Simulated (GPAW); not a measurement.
# A 8-layer slab of Nb(100): work function by functional and basis, part 2 of 2

Wanted: work functions and dipole of a 8-layer slab of Nb(100), with the cost of each level.

GPAW 26.7.0; GPAW, PAW setups; slab in vacuum, relaxation (the session's first sound run).

So far, upper work function (eV): step 2 (relaxation, PBE, GPAW) 3.62; step 6 (self-consistent run: xc = "RPBE") 3.46; step 7 (OptPBE vdW: xc = "optPBE-vdW", GPAW, PAW setups, GPAW) 3.86; step 8 (self-consistent run: xc = "revPBE") 3.48; step 9 (real-space grid: mode = "fd", PBE, GPAW) 3.61.

**10. Atomic orbitals: mode = "lcao"**

Atom-centred orbitals end a few angstrom from the surface, which tests how much the density's tail matters.

run.py reads:

```python
import json
import numpy as np
from ase import Atoms
from gpaw import GPAW

slab = Atoms(
    ['Nb', 'Nb', 'Nb', 'Nb', 'Nb', 'Nb', 'Nb', 'Nb'],
    positions=[
        [1.65000, 1.65000, 7.00000],
        [0.00000, 0.00000, 8.65000],
        [1.65000, 1.65000, 10.30000],
        [0.00000, 0.00000, 11.95000],
        [1.65000, 1.65000, 13.57141],
        [0.00000, -0.00000, 15.26998],
        [1.65000, 1.65000, 16.92401],
        [0.00000, -0.00000, 18.37486]],
    cell=[[3.3, 0.0, 0.0], [0.0, 3.3, 0.0], [0.0, 0.0, 25.55]],
    pbc=[True, True, False])

slab.calc = GPAW(mode='lcao', basis='dzp', h=0.18, xc='PBE', kpts={'size': (10, 10, 1), 'gamma': True},
                 occupations={'name': 'fermi-dirac', 'width': 0.1}, nbands='120%',
                 convergence={'density': 1e-05}, maxiter=200,
                 poissonsolver={'dipolelayer': 'xy'},
                 symmetry={'tolerance': 1e-3}, txt='slab.txt')
result = {}
energy = slab.get_potential_energy()
fermi = slab.calc.get_fermi_level()
v = slab.calc.get_electrostatic_potential().mean((0, 1)) - fermi
n = slab.calc.get_pseudo_density().mean((0, 1))
L = slab.cell[2, 2]
z = np.arange(len(v)) * L / len(v)
low, high = slab.positions[:, 2].min(), slab.positions[:, 2].max()
below, above = np.interp([low - 4.8, high + 4.8], z, v)
slopes = [np.interp(x, z, np.gradient(v, z)) for x in (low - 4.8, high + 4.8)]
eps = np.array([[slab.calc.get_eigenvalues(k, s) for k in range(len(slab.calc.get_ibz_k_points()))]
                for s in range(slab.calc.get_number_of_spins())]) - fermi
top, bottom = eps[eps < 0].max(), eps[eps > 0].min()
dipole = slab.get_dipole_moment()[2]
print(f'energy {energy:.4f} eV, Fermi level {fermi:.4f} eV, dipole {dipole:.5f} e A')
print(f'potential 4.8 A off the faces, from the Fermi level: lower {below:.4f} eV, upper {above:.4f} eV')
print(f'slope of the potential there: lower {slopes[0]:.5f}, upper {slopes[1]:.5f} eV/A')
print(f'nearest levels on the mesh: {top:.4f} and {bottom:.4f} eV')
print('magnetic moment', round(slab.get_magnetic_moment(), 3))
result.update(energy=energy, fermi=fermi, dipole=dipole, below=below, above=above, slopes=slopes, edges=[top, bottom],
              z=z.tolist(), v=v.tolist(), n=n.tolist(), positions=slab.positions.tolist(),
              forces=slab.get_forces(apply_constraint=False).tolist(), moments=slab.get_magnetic_moments().tolist())
json.dump(result, open('result.json', 'w'))
```

Command:

```
$ OMP_NUM_THREADS=1 OPENBLAS_NUM_THREADS=1 python run.py
```

It took 77 min on 1 thread of Arm Neoverse V2, shared host; peak memory 0.8 GiB.

This step gave:

```
dipole along the normal                    : 0.007650 e·Å
levels nearest the Fermi level on the mesh : -0.02049, 0.03081 eV from the Fermi level
upper work function                        : 3.588 eV
lower work function                        : 3.715 eV
```

Table of electrostatic potential energy of an electron (without an applied field's), less the Fermi level, planar mean by z:

```csv
z (Å),"electrostatic potential energy of an electron (without an applied field's), less the Fermi level, planar mean (eV)"
0.0,3.65
0.5,3.72
1.0,3.72
1.5,3.72
2.0,3.72
2.5,3.71
3.0,3.71
3.5,3.69
4.0,3.65
4.5,3.52
5.0,3.17
5.5,2.18
6.0,-0.554
6.5,-8.51
7.0,-17.4
7.5,-9.84
8.0,-7.27
8.5,-16.0
9.0,-12.5
9.5,-6.42
10.0,-13.5
10.5,-15.4
11.0,-6.90
11.5,-10.4
12.0,-16.9
12.5,-8.78
13.0,-8.53
13.5,-16.8
14.0,-10.7
14.5,-5.94
15.0,-14.0
15.5,-14.9
16.0,-6.70
16.5,-10.9
17.0,-17.1
17.5,-10.2
18.0,-13.5
18.5,-16.6
19.0,-5.67
19.5,0.488
20.0,2.50
20.5,3.21
21.0,3.46
21.5,3.54
22.0,3.57
22.5,3.58
23.0,3.59
23.5,3.59
24.0,3.59
24.5,3.59
25.0,3.59
```

The upper face's work function is 3.588 eV, against 3.615 eV in the first plane-wave PBE run at this geometry.

**11. Cost and result by level**

Times are for 1 thread of Arm Neoverse V2, shared host. Results by setting:

```csv
no.,run,upper work function (eV),lower work function (eV),time,memory (GiB)
1,pw,3.615,3.740,6.1 min,0.37
2,vdW DF2,4.054,4.149,6.5 min,0.54
3,LDA,3.891,4.002,5.9 min,0.36
4,RPBE,3.460,3.589,7 min,0.37
5,optPBE vdW,3.856,3.964,7 min,0.53
6,revPBE,3.478,3.608,6.7 min,0.37
7,fd,3.614,3.738,41 min,2.4
8,lcao,3.588,3.715,77 min,0.8
```

**12. Side by side**

Results and costs are gathered.

This step: comparison of work functions, dipole and cost (GPAW 26.7.0).

Ladder, by row:

```csv
step,code,"work function, upper (eV)","work function, lower (eV)",dipole (e Å),wall time (s),peak memory (GiB),threads
pw,GPAW,3.615,3.74,0.007507,364.8,0.37,1
vdW-DF2,GPAW,4.054,4.149,0.005687,387.2,0.54,1
LDA,GPAW,3.891,4.002,0.006669,356.5,0.36,1
RPBE,GPAW,3.46,3.589,0.007756,419.6,0.37,1
optPBE-vdW,GPAW,3.856,3.964,0.006501,417.6,0.53,1
revPBE,GPAW,3.478,3.608,0.007793,401.2,0.37,1
fd,GPAW,3.614,3.738,0.007496,2485,2.4,1
lcao,GPAW,3.588,3.715,0.00765,4609,0.8,1
```

**13. A changed run**

One more run, with changed settings.

This step: GPAW, PAW setups; slab in vacuum (GPAW 26.7.0).

run.py, as its differences from that of step 10:

```diff
@@ -3,3 +3,3 @@
 from ase import Atoms
-from gpaw import GPAW
+from gpaw import GPAW, PW
 
@@ -17,7 +17,7 @@
     cell=[[3.3, 0.0, 0.0], [0.0, 3.3, 0.0], [0.0, 0.0, 25.55]],
-    pbc=[True, True, False])
+    pbc=[True, True, True])
 
-slab.calc = GPAW(mode='lcao', basis='dzp', h=0.18, xc='PBE', kpts={'size': (10, 10, 1), 'gamma': True},
-                 occupations={'name': 'fermi-dirac', 'width': 0.1}, nbands='120%',
-                 convergence={'density': 1e-05}, maxiter=200,
+slab.calc = GPAW(mode=PW(400), xc='PBE', kpts={'size': (10, 10, 1), 'gamma': True},
+                 occupations={'name': 'fermi-dirac', 'width': 0.1}, nbands='160%',
+                 convergence={'density': 1e-05}, maxiter=75,
                  poissonsolver={'dipolelayer': 'xy'},
```

Run time: 1.9 s. Hardware: 1 thread; peak memory 0.17 GiB.

The program refused the input before any cycle.

The fault put into the input: a dipole layer in a cell that repeats along the normal (pbc_z = true).

**14. Results**

| Property | Result |
| --- | --- |
| work function, upper and lower face | 3.615 and 3.740 eV |
| dipole along the normal | 0.00751 e Å |

In words: With plane waves and PBE the work function is 3.62 eV on the upper face and 3.74 eV on the lower. The two faces differ by 0.13 eV, the step that the slab's dipole makes (e p/(ε0 A) gives 0.12 eV), so the dipole layer is needed. The lowest atoms were held at bulk positions, which alone makes the faces unlike. The measured value for this face is 3.97 eV (as compiled in "Anisotropic work function of elemental crystals", 2019, arxiv:1902.07811); the relaxed upper face lies 0.35 eV under it with PBE, and LDA comes nearest (3.89 eV). Measured work functions scatter by a tenth of an eV or more between methods. Over the sound runs of the table the upper face's work function spans 3.460 (RPBE) to 4.054 eV (vdW-DF2). The in-plane lattice was kept as typed, which isn't the functional's own and leaves some strain; spin-orbit coupling and temperature are left out.

[Logs are printed without paths, hosts, clocks, repeated set-up lines and the standing remarks that a program may print on its own settings, such as how far it seeks lower states.]

[Hosts, paths, dates, database ids (printed as entryN), source tags and the programs' standing remarks are cut or masked in the printed files.]
